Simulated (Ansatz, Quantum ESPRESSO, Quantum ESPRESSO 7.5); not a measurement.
# Band edges of H-SiSi-Cl chair, 1 layer under strain

Wanted: deformation of the bands of H-SiSi-Cl chair, 1 layer, driven from Python.

Calculated with Quantum ESPRESSO 7.5; plane-wave DFT, PBE, GBRV ultrasoft pseudopotentials (geometry by Ansatz 0.2.0 with PAW datasets; geometry under PBE).

This is a report of a sequence of runs, with most program output left out.

### 1. Set-up

The cell holds 4 atoms: 1 Cl, 2 Si and 1 H. Its edges and angles: a = 3.663 Å, b = 3.663 Å, c = 19.290 Å, α = 90.0°, β = 90.0°, γ = 120.0°. Vacuum lies along c.

This sheet is a model structure: its symmetry is held, and its stability is not tested here.

### 2. Geometry from Ansatz

A relaxation in Ansatz fixes the structure of this slab for the runs on it.

File input.yaml:

```yaml
crystal:
  lattice:
    - [3.663, 0.0, 0.0]
    - [-1.8315, 3.1722510541, 0.0]
    - [0.0, 0.0, 19.29]
  atoms:
    - { symbol: Cl, position: [0.6666666667, 0.3333333333, 0.3888024883] }
    - { symbol: Si, position: [0.6666666667, 0.3333333333, 0.499222395] }
    - { symbol: Si, position: [0.3333333333, 0.6666666667, 0.5375842405] }
    - { symbol: H, position: [0.3333333333, 0.6666666667, 0.6111975117] }
kpoints:
  mp_grid: { grid: [12, 12, 1] }
hamiltonian:
  xc: pbe
scf:
  occupations: { method: fermi_dirac, width: 0.05 }
  convergence: { dr2_threshold: 1.0e-08 }
efield:
  axis: 3
  dipole_correction: true
  ramp_position: 0.97
  ramp_width: 0.04
relax:
  f_tol: 0.01
  cell: { fix: [c, alpha, beta] }
output:
  write_potential: true
  write_density: true
  volumetric_format: npy
```

Started as:

```console
> ansatz run input.yaml --threads 2 --pin off --max-ram 4096MiB --backend cpu --events-out ev --progress --plain --runs-dir out
```

Run time: 12 s. Hardware: 2 threads of Intel Xeon Platinum 8488C (Sapphire Rapids), shared host; peak memory 0.51 GiB.

Step by step:

```csv
step,energy less that of the first step (eV),largest force component (eV/Å),pressure (GPa),volume (Å³)
1,0.0000,1.8119,2.76,224.15
2,-0.3554,0.5943,1.03,244.15
3,-0.4068,0.1990,0.10,252.13
4,-0.4104,0.0827,0.03,256.11
5,-0.4108,0.0085,0.00,255.65
6*,-0.4159,0.0081,0.02,255.65
```

Relaxation steps marked * repeat the geometry before them on a plane-wave basis chosen anew for their cell, so energy and pressure can jump there.

Forces are held to the 6 operations that the run works with; a distortion that breaks them can't arise in this run.

```csv
cell as run,before,after,change
a (Å),3.663,3.912,+6.8 %
b (Å),3.663,3.912,+6.8 %
```

The atoms that moved most (Å, along periodic axes as changes of fractional coordinates times the final cell, across vacuum about the mean position):

```csv
atom,dx,dy,dz,length
Si3,0.000,0.000,-0.044,0.044
H4,0.000,0.000,0.042,0.042
Cl1,0.000,0.000,0.028,0.028
Si2,0.000,0.000,-0.026,0.026
```

Final coordinates:

```cif
data_structure
_symmetry_space_group_name_H-M 'P 1'
_symmetry_Int_Tables_number 1
_cell_length_a 3.9119
_cell_length_b 3.9119
_cell_length_c 19.2900
_cell_angle_alpha 90.000
_cell_angle_beta 90.000
_cell_angle_gamma 120.000
_cell_volume 255.65
loop_
_atom_site_label
_atom_site_type_symbol
_atom_site_fract_x
_atom_site_fract_y
_atom_site_fract_z
_atom_site_occupancy
Cl1 Cl 0.66667 0.33333 0.39026 1
Si2 Si 0.66667 0.33333 0.49785 1
Si3 Si 0.33333 0.66667 0.53533 1
H4 H 0.33333 0.66667 0.61337 1
```

Numbers from this step:

* free energy: -2368.2624 eV
* Fermi energy: -1.935 eV
* gap by band count: 1.828 eV
* symmetry operations: 6
* dipole along the normal: 0.08212 e·Å
* vacuum level at the upper face over a Fermi level inside the gap: 4.031 eV
* vacuum level at the lower face over a Fermi level inside the gap: 5.152 eV

### 3. The script

Under ESM bc1 levels count from the vacuum, or from the mean of the two vacuum levels where the sheet has a dipole, so band edges at unlike strains can be compared.

Level of this step: plane-wave DFT, PBE, GBRV ultrasoft pseudopotentials (Quantum ESPRESSO 7.5).

File run.py:

```python
import json
import numpy as np
from ase import Atoms
from ase.calculators.espresso import Espresso, EspressoProfile

profile = EspressoProfile(command='mpirun -n 2 pw.x -nk 2', pseudo_dir='../pseudo')
pseudopotentials = {'Cl': 'cl_pbe_v1.4.uspp.F.UPF', 'H': 'h_pbe_v1.4.uspp.F.UPF', 'Si': 'si_pbe_v1.uspp.F.UPF'}
system = {'ecutwfc': 40, 'ecutrho': 200, 'occupations': 'smearing', 'smearing': 'fd', 'degauss': 0.002}


def calculator(name, kpts, **extra):
    data = dict(control=dict(tprnfor=True, verbosity='high', disk_io='none'),
                system=system | extra,
                electrons=dict(conv_thr=1e-09, mixing_beta=0.4, mixing_mode='plain',
                               electron_maxstep=100))
    return Espresso(profile=profile, directory=name, pseudopotentials=pseudopotentials, kpts=kpts, input_data=data)


def centre(atoms):
    z = atoms.positions[:, 2]
    atoms.positions[:, 2] -= (z.max() + z.min()) / 2  # ESM wants the slab about z = 0
    return atoms

sheet = Atoms(
    ['Cl', 'Si', 'Si', 'H'],
    scaled_positions=[
        [0.6666666667, 0.3333333333, 0.3902594930],
        [0.6666666667, 0.3333333333, 0.4978491594],
        [0.3333333333, 0.6666666667, 0.5353278254],
        [0.3333333333, 0.6666666667, 0.6133701577]],
    cell=[
        [3.911938523750, 0.000000000000, 0.000000000000],
        [-1.955969261875, 3.387838139611, 0.000000000000],
        [0.000000000000, 0.000000000000, 19.290000000000]],
    pbc=True)

rows = []
for strain in [-0.03, -0.015, 0.0, 0.015, 0.03]:
    atoms = sheet.copy()
    atoms.set_cell(sheet.cell.array * [[1 + strain], [1 + strain], [1]], scale_atoms=True)
    atoms = centre(atoms)
    atoms.calc = calculator(f's{strain:+.3f}', (12, 12, 1), assume_isolated='esm', esm_bc='bc1', nbnd=12)
    energy = atoms.get_potential_energy()
    levels = np.array([atoms.calc.get_eigenvalues(kpt=i) for i in range(len(atoms.calc.get_ibz_k_points()))])
    top, bottom = levels[:, 7].max(), levels[:, 8].min()
    direct = (levels[:, 8] - levels[:, 7]).min()
    rows.append([strain, energy, top, bottom, direct])
    print(f'strain {strain:+.3f}: E = {energy:.5f} eV, valence top {top:.3f}, conduction bottom {bottom:.3f}, '
          f'gap {bottom - top:.3f}, least direct gap {direct:.3f} eV')

x, energy, top, bottom, direct = np.array(rows).T
area = np.linalg.norm(np.cross(*sheet.cell[:2]))
stiffness = np.polyfit(x, energy, 2)[0] / area * 16.0218  # C11 + C12, heights clamped
print(f'valence and conduction edges move by {np.polyfit(x, top, 1)[0]:.2f} and {np.polyfit(x, bottom, 1)[0]:.2f} eV per unit biaxial strain')
print(f'C11 + C12 with clamped heights: {stiffness:.1f} N/m')
json.dump(dict(rows=rows, stiffness=stiffness), open('result.json', 'w'))
```

Started as:

```console
> OMP_NUM_THREADS=1 python run.py
```

Wall time 3.3 min (2 MPI ranks); peak memory 0.52 GiB; 6.6 min of CPU time.

Numbers from this step:

```
biaxial stiffness : 82.02 N/m
```

The band edge from the vacuum level by biaxial strain:

```csv
biaxial strain (%),valence top (eV),conduction bottom (eV)
-3.00,-5.41,-3.52
-1.50,-5.46,-3.57
0.00,-5.51,-3.68
1.50,-5.55,-3.82
3.00,-5.58,-3.97
```

Gap against biaxial strain:

```csv
biaxial strain (%),on the mesh (eV),least direct (eV)
-3.00,1.88,1.93
-1.50,1.90,1.90
0.00,1.83,1.83
1.50,1.73,1.73
3.00,1.61,1.61
```

Energy over the lowest against biaxial strain:

```csv
biaxial strain (%),energy over the lowest (meV)
-3.00,67.7
-1.50,16.4
0.00,0
1.50,14.0
3.00,54.4
```

### 4. The script: RPBE, GBRV ultrasoft

Level of this step: plane-wave DFT, RPBE, GBRV ultrasoft pseudopotentials made under PBE (Quantum ESPRESSO 7.5). input_dft overrides the functional of the files.

run.py is the input of step 3 with these lines changed:

```diff
@@ -7,3 +7,3 @@
 pseudopotentials = {'Cl': 'cl_pbe_v1.4.uspp.F.UPF', 'H': 'h_pbe_v1.4.uspp.F.UPF', 'Si': 'si_pbe_v1.uspp.F.UPF'}
-system = {'ecutwfc': 40, 'ecutrho': 200, 'occupations': 'smearing', 'smearing': 'fd', 'degauss': 0.002}
+system = {'ecutwfc': 40, 'ecutrho': 200, 'input_dft': 'rpbe', 'occupations': 'smearing', 'smearing': 'fd', 'degauss': 0.002}
```

Started as:

```console
> OMP_NUM_THREADS=1 python run.py
```

It took 4.2 min on 2 MPI ranks; peak memory 0.54 GiB; 8.4 min of CPU time.

Read from the output:

| Quantity | Value |
| --- | --- |
| biaxial stiffness | 83.77 N/m |

Band edge from the vacuum level against biaxial strain:

```csv
biaxial strain (%),valence top (eV),conduction bottom (eV)
-3.00,-5.37,-3.42
-1.50,-5.43,-3.47
0.00,-5.48,-3.58
1.50,-5.52,-3.72
3.00,-5.55,-3.88
```

Gap against biaxial strain:

```csv
biaxial strain (%),on the mesh (eV),least direct (eV)
-3.00,1.96,1.99
-1.50,1.97,1.97
0.00,1.90,1.90
1.50,1.80,1.80
3.00,1.67,1.67
```

Table of energy over the lowest by biaxial strain:

```csv
biaxial strain (%),energy over the lowest (meV)
-3.00,96.9
-1.50,30.7
0.00,0
1.50,0.359
3.00,27.8
```

### 5. Worked from the printed numbers

Under equal strain ε in the plane, E = A (C11 + C12) ε². From the points at ±1.5 %: d²E/dε² = (16.42 + 13.97 − 2 × 0.00) meV / 0.015² = 135 eV, and 135/(2 × 13.253 Å²) × 16.02 = 82 N/m.

### 6. Results

| Item | Value |
| --- | --- |
| C11 + C12, heights clamped, PBE, GBRV ultrasoft | 82 N/m |
| gap on the mesh at zero strain, PBE, GBRV ultrasoft | 1.83 eV |
| valence top below the mean of the two vacuum levels at zero strain, PBE, GBRV ultrasoft | 5.51 eV |
| shift of the valence top per unit biaxial strain, PBE, GBRV ultrasoft | -2.9 eV |
| C11 + C12, heights clamped, RPBE, GBRV ultrasoft (made under PBE) | 84 N/m |
| gap on the mesh at zero strain, RPBE, GBRV ultrasoft (made under PBE) | 1.90 eV |
| valence top below the mean of the two vacuum levels at zero strain, RPBE, GBRV ultrasoft (made under PBE) | 5.48 eV |
| shift of the valence top per unit biaxial strain, RPBE, GBRV ultrasoft (made under PBE) | -3.0 eV |

**Reading.** The sheet's biaxial stiffness comes to 82 N/m and its gap at zero strain to 1.83 eV (PBE, GBRV ultrasoft). From −3 % to +3 % the gap on the mesh goes from 1.88 to 1.61 eV; it is direct at some strains and indirect at others. The conduction bottom bends along the series, so the script's straight-line slope describes it poorly. Heights are clamped under strain, which makes a sheet with several atomic planes too stiff. Zero strain is the PBE cell; under RPBE the energy is lowest near +0.8 %, so its stiffness is taken away from its own minimum. Semilocal gaps are too small. The sheet carries a dipole, so the two faces have unlike vacuum levels and the zero lies between them.

[Logs are printed without paths, hosts, clocks, repeated set-up lines and the standing remarks that a program may print on its own settings, such as how far it seeks lower states.]

[Hosts, paths, dates, database ids (printed as entryN), source tags and the programs' standing remarks are cut or masked in the printed files.]

[Maps of the electrostatic potential energy from Ansatz leave out the sawtooth potential of an applied field or a dipole correction, so their vacuum need not be flat; planar profiles and work functions include it.]
